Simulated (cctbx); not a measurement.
## LiInBr3 with cctbx, script by script

Library: cctbx 2025.11. The data are simulated by the first script.

## 1. Simulate the data

run.py:

```python
from cctbx import adptbx, crystal, miller, sgtbx, xray
from cctbx.array_family import flex
from iotbx.shelx import hklf
from scitbx import matrix
import scitbx.random

cs = crystal.symmetry(unit_cell=(7.233, 7.233, 6.068, 90, 90, 120), space_group_symbol='Hall: -P 6c 2c')  # P6_3/mmc
atoms = [  # label, site, U (iso, or U11 U22 U33 U12 U13 U23 in A^2), occupancy
    ("In1", (0, 0, 0.5), 0.0164, 1),
    ("Br1", (0.3342, 0.1671, 0.75), 0.0168, 1),
    ("Li1", (2/3, 1/3, 0.25), 0.0317, 1),
]
xs = xray.structure(crystal_symmetry=cs)
for label, site, u, occ in atoms:
    u = adptbx.u_cif_as_u_star(cs.unit_cell(), u) if isinstance(u, tuple) else u
    xs.add_scatterer(xray.scatterer(label, site=site, u=u, occupancy=occ))
xs.set_inelastic_form_factors(0.71073, "sasaki")
xs.show_summary()
p1 = xs.expand_to_p1()
ms = miller.build_set(p1, anomalous_flag=True, d_min=1.1)
flex.set_random_seed(329323)
scitbx.random.set_random_seed(329323)
ms = ms.select(flex.random_double(ms.size()) < 0.8)
i = ms.structure_factors_from_scatterers(p1, algorithm="direct").f_calc().as_intensity_array().data()
i = i * 70000 / flex.max(i)
sig = flex.sqrt(i + flex.pow2(0.04 * i) + 15 ** 2)
noise = scitbx.random.variate(scitbx.random.normal_distribution())(i.size())
data = ms.array(data=i + sig * noise, sigmas=sig).set_observation_type_xray_intensity()
with open("data.hkl", "w") as f:
    data.export_as_shelx_hklf(f)
print("reflections written:", data.size(), " <I/sigma> = %.1f" % flex.mean(data.data() / data.sigmas()))
for h, a, b in list(data.sort("data"))[:12]:
    print("%4d%4d%4d %9.1f %7.1f" % (h + (a, b)))
```

```console
$ python run.py
```

```text
Number of scatterers: 3
At special positions: 3
Unit cell: (7.233, 7.233, 6.068, 90, 90, 120)
Space group: P 63/m m c (No. 194)
reflections written: 734  <I/sigma> = 18.1
  -4   2   0   72426.6  2812.5
  -2   4   0   71978.5  2812.5
   4  -2   0   70318.5  2812.5
  -2  -2   0   70168.0  2812.5
   2  -4   0   68540.7  2812.5
   2   2   0   67398.0  2812.5
   0   0  -4   53394.4  2216.0
   2  -2  -2   41510.5  1501.9
   0   2   1   40029.0  1509.9
  -2   0  -1   39934.4  1509.9
   2   0   1   39807.3  1509.9
  -2   2   1   39144.9  1509.9
```

Run time: 0.38 s on 1 thread of Arm Neoverse N1 (shared host), peak memory 0.07 GiB.

## 2. Refinement (right model)

run.py:

```python
import math
from cctbx import adptbx, crystal, maptbx, sgtbx, xray
from cctbx.array_family import flex
from cctbx.xray import observations
from iotbx.shelx import hklf
from scitbx.lstbx import normal_eqns_solving
from smtbx import absolute_structure, utils
from smtbx.refinement import constraints, least_squares

cs = crystal.symmetry(unit_cell=(7.233, 7.233, 6.068, 90, 90, 120), space_group_symbol='Hall: -P 6c 2c')  # P6_3/mmc
atoms = [  # label, site, U (iso, or U11 U22 U33 U12 U13 U23 in A^2), occupancy
    ("In1", (0, 0, 0.5), 0.0200, 1),
    ("Br1", (0.3371, 0.1685, 0.75), 0.0200, 1),
    ("Li1", (2/3, 1/3, 0.25), 0.0200, 1),
]
xs = xray.structure(crystal_symmetry=cs)
for label, site, u, occ in atoms:
    u = adptbx.u_cif_as_u_star(cs.unit_cell(), u) if isinstance(u, tuple) else u
    xs.add_scatterer(xray.scatterer(label, site=site, u=u, occupancy=occ))
xs.set_inelastic_form_factors(0.71073, "sasaki")
raw = hklf.reader(file_name="data.hkl").as_miller_arrays(crystal_symmetry=cs, anomalous=True)[0]
merged = raw.eliminate_sys_absent().merge_equivalents()
fo2 = merged.array().set_observation_type_xray_intensity()
print("Rint %.3f, %d unique reflections to %.2f A" % (merged.r_int(), fo2.size(), fo2.d_min()))
for sc in xs.scatterers():
    sc.flags.set_grad_site(True)
    sc.flags.set_grad_u_aniso(sc.flags.use_u_aniso())
    sc.flags.set_grad_u_iso(sc.flags.use_u_iso())
obs = fo2.as_xray_observations()
extra = {}
rep = constraints.reparametrisation(xs, [], utils.connectivity_table(xs), **extra)
ls = least_squares.crystallographic_ls(obs, rep, weighting_scheme=least_squares.mainstream_shelx_weighting(a=0, b=0))
print("cycle     R1     wR2    GooF  max shift (A)")
for cycle in range(8):
    ls.build_up()
    r1, wr2, goof = ls.r1_factor(cutoff_factor=2)[0], ls.wR2(), ls.goof()
    old = xs.sites_cart()
    normal_eqns_solving.levenberg_marquardt_iterations(ls, n_max_iterations=3, tau=1e-06, step_threshold=1e-7)
    big = flex.max((xs.sites_cart() - old).norms())
    print("%4d %7.4f %7.4f %7.3f %9.5f" % (cycle + 1, r1, wr2, goof, big))
    ls.build_up(objective_only=True)
    if abs(ls.wR2() - wr2) < 5e-5 and big < 5e-4:
        break
ls.build_up()
print("final R1 %.4f wR2 %.4f GooF %.3f  parameters %d  data/parameter %.1f" % (ls.r1_factor(cutoff_factor=2)[0], ls.wR2(), ls.goof(), ls.n_parameters, fo2.size() / ls.n_parameters))
cov = ls.covariance_matrix_and_annotations()
su = dict(zip(cov.annotations, (math.sqrt(max(v, 0)) for v in cov.matrix.matrix_packed_u_diagonal())))
a2 = cs.unit_cell().reciprocal_parameters()[0] ** -2
print("atom        x        y        z      Ueq    occ   su(xyz)  su(Uiso or U11)")
for sc in xs.scatterers():
    s = max(su.get(sc.label + k, 0) for k in (".x", ".y", ".z"))
    npd = "" if sc.is_positive_definite_u(cs.unit_cell()) else "  NPD"
    print("%-5s %8.5f %8.5f %8.5f %8.4f %6.3f %8.5f %7.4f%s" % ((sc.label,) + sc.site + (sc.u_iso_or_equiv(cs.unit_cell()), sc.occupancy, s, su.get(sc.label + ".uiso", su.get(sc.label + ".u11", 0) * a2), npd)))
fo = fo2.f_sq_as_f()
fc = fo.structure_factors_from_scatterers(xs, algorithm="direct").f_calc()
diff = fo.f_obs_minus_f_calc(1 / math.sqrt(ls.scale_factor()), fc).average_bijvoet_mates()
m = diff.fft_map(symmetry_flags=maptbx.use_space_group_symmetry, resolution_factor=0.25).apply_volume_scaling()
print("difference map: max %.2f min %.2f rms %.2f" % (m.statistics().max(), m.statistics().min(), m.statistics().sigma()))
peaks = m.peak_search(parameters=maptbx.peak_search_parameters(min_distance_sym_equiv=0.6, max_clusters=6)).all()
near = xs.closest_distances(peaks.sites(), distance_cutoff=4)
sps = cs.special_position_settings(min_distance_sym_equiv=0.5)
for k, (x, h) in enumerate(zip(peaks.sites(), peaks.heights())):
    ss = sps.site_symmetry(x)
    print("Q%-3d %7.4f %7.4f %7.4f %4d %7.2f  %.2f A from %s" % ((k + 1,) + tuple(t % 1 for t in ss.exact_site()) + (ss.multiplicity(), h, near.smallest_distances[k], xs.scatterers()[near.i_seqs[k]].label)))
```

```console
$ python run.py
```

```text
Rint 0.033, 57 unique reflections to 1.10 A
cycle     R1     wR2    GooF  max shift (A)
   1  0.0258  0.1094   7.662   0.01808
   2  0.0056  0.0119   0.831   0.00000
final R1 0.0056 wR2 0.0119 GooF 0.831  parameters 4  data/parameter 14.2
atom        x        y        z      Ueq    occ   su(xyz)  su(Uiso or U11)
In1    0.00000  0.00000  0.50000   0.0164  1.000  0.00000  0.0002
Br1    0.33421  0.16711  0.75000   0.0170  1.000  0.00005  0.0002
Li1    0.66667  0.33333  0.25000   0.0310  1.000  0.00000  0.0026
difference map: max 0.19 min -0.20 rms 0.05
Q1    0.1957  0.5979  0.7500    6    0.20  0.86 A from Li1
Q2    0.0764  0.1527  0.7500    6    0.16  1.79 A from In1
Q3    0.2409  0.4818  0.2500    6    0.13  0.92 A from Br1
Q4    0.1821  0.3641  0.7500    6    0.11  1.89 A from Li1
Q5    0.1345  0.2690  0.1877   12    0.09  0.56 A from Br1
Q6    0.3333  0.6667  0.6302    4    0.09  0.73 A from Li1
```

Time: 0.55 s.

## 3. Simulate the data

run.py, as its changes from the last script of this kind:

```diff
@@ -20 +20 @@
-ms = miller.build_set(p1, anomalous_flag=True, d_min=1.1)
+ms = miller.build_set(p1, anomalous_flag=True, d_min=0.84)
```

```console
$ python run.py
```

```text
Number of scatterers: 3
At special positions: 3
Unit cell: (7.233, 7.233, 6.068, 90, 90, 120)
Space group: P 63/m m c (No. 194)
reflections written: 1576  <I/sigma> = 16.6
  -2  -2   0   73552.3  2812.5
   2  -4   0   73154.5  2812.5
  -2   4   0   70483.7  2812.5
  -4   2   0   69001.1  2812.5
   2   2   0   67159.2  2812.5
   0   0   4   54572.7  2216.0
  -2   0  -1   39573.8  1509.9
   0  -2  -1   39418.9  1509.9
   2   0  -2   39205.0  1501.9
   0   2   1   39007.1  1509.9
   2   0  -1   38747.2  1509.9
   0   2  -1   38730.8  1509.9
```

Time: 0.39 s.

## 4. Refinement (right model)

run.py, as its changes from the last script of this kind:

```diff
@@ -13 +13 @@
-    ("Br1", (0.3371, 0.1685, 0.75), 0.0200, 1),
+    ("Br1", (0.3302, 0.1651, 0.75), 0.0200, 1),
@@ -20,0 +21 @@
+xs.convert_to_anisotropic()
```

```console
$ python run.py
```

```text
Rint 0.031, 114 unique reflections to 0.85 A
cycle     R1     wR2    GooF  max shift (A)
   1  0.0469  0.1748  11.934   0.02545
   2  0.0065  0.0141   0.966   0.00000
final R1 0.0065 wR2 0.0141 GooF 0.966  parameters 8  data/parameter 14.2
atom        x        y        z      Ueq    occ   su(xyz)  su(Uiso or U11)
In1    0.00000  0.00000  0.50000   0.0163  1.000  0.00000  0.0001
Br1    0.33426  0.16713  0.75000   0.0167  1.000  0.00003  0.0001
Li1    0.66667  0.33333  0.25000   0.0323  1.000  0.00000  0.0025
difference map: max 0.23 min -0.17 rms 0.07
Q1    0.2019  0.4039  0.1287   12    0.24  0.86 A from Br1
Q2    0.0538  0.2784  0.1175   24    0.21  1.07 A from Br1
Q3    0.2770  0.5541  0.2500    6    0.19  1.38 A from Br1
Q4    0.0529  0.1057  0.1170   12    0.19  0.97 A from In1
Q5    0.1169  0.5585  0.5716   12    0.18  1.73 A from Li1
Q6    0.0452  0.2762  0.7500   12    0.17  1.33 A from Br1
```

Time: 0.57 s.

## 5. Simulate the data

run.py, as its changes from the last script of this kind:

```diff
@@ -20 +20 @@
-ms = miller.build_set(p1, anomalous_flag=True, d_min=0.84)
+ms = miller.build_set(p1, anomalous_flag=True, d_min=0.6)
```

```console
$ python run.py
```

```text
Number of scatterers: 3
At special positions: 3
Unit cell: (7.233, 7.233, 6.068, 90, 90, 120)
Space group: P 63/m m c (No. 194)
reflections written: 4242  <I/sigma> = 13.4
   2   2   0   76124.3  2812.5
   2  -4   0   72179.1  2812.5
  -4   2   0   69396.8  2812.5
   4  -2   0   67205.3  2812.5
  -2  -2   0   66502.4  2812.5
   0   0  -4   54743.0  2216.0
  -2   2   1   40596.7  1509.9
   2   0   1   40494.2  1509.9
   2   0  -2   39494.7  1501.9
   0  -2  -2   39350.7  1501.9
   2  -2   1   37739.9  1509.9
   2  -2   2   37694.4  1501.9
```

Time: 0.41 s.

## 6. Refinement (right model)

run.py, as its changes from the last script of this kind:

```diff
@@ -13 +13 @@
-    ("Br1", (0.3302, 0.1651, 0.75), 0.0200, 1),
+    ("Br1", (0.3318, 0.1659, 0.75), 0.0200, 1),
```

```console
$ python run.py
```

```text
Rint 0.037, 283 unique reflections to 0.60 A
cycle     R1     wR2    GooF  max shift (A)
   1  0.0586  0.1501   8.749   0.01485
   2  0.0062  0.0156   0.907   0.00000
final R1 0.0062 wR2 0.0156 GooF 0.907  parameters 8  data/parameter 35.4
atom        x        y        z      Ueq    occ   su(xyz)  su(Uiso or U11)
In1    0.00000  0.00000  0.50000   0.0163  1.000  0.00000  0.0000
Br1    0.33417  0.16709  0.75000   0.0168  1.000  0.00002  0.0001
Li1    0.66667  0.33333  0.25000   0.0323  1.000  0.00000  0.0015
difference map: max 0.46 min -0.44 rms 0.10
Q1    0.0546  0.5273  0.2500    6    0.48  1.94 A from Br1
Q2    0.0998  0.1996  0.2500    6    0.41  0.84 A from Br1
Q3    0.1278  0.3995  0.2500   12    0.38  0.66 A from Br1
Q4    0.0459  0.0917  0.7500    6    0.33  1.62 A from In1
Q5    0.1832  0.3664  0.7500    6    0.32  1.88 A from Li1
Q6    0.1481  0.2962  0.2500    6    0.31  0.24 A from Br1
```

Run time: 0.58 s on 1 thread of Arm Neoverse N1 (shared host), peak memory 0.09 GiB.

[Logs are printed without paths, hosts, clocks, repeated set-up lines and the standing remarks that a program may print on its own settings, such as how far it seeks lower states.]
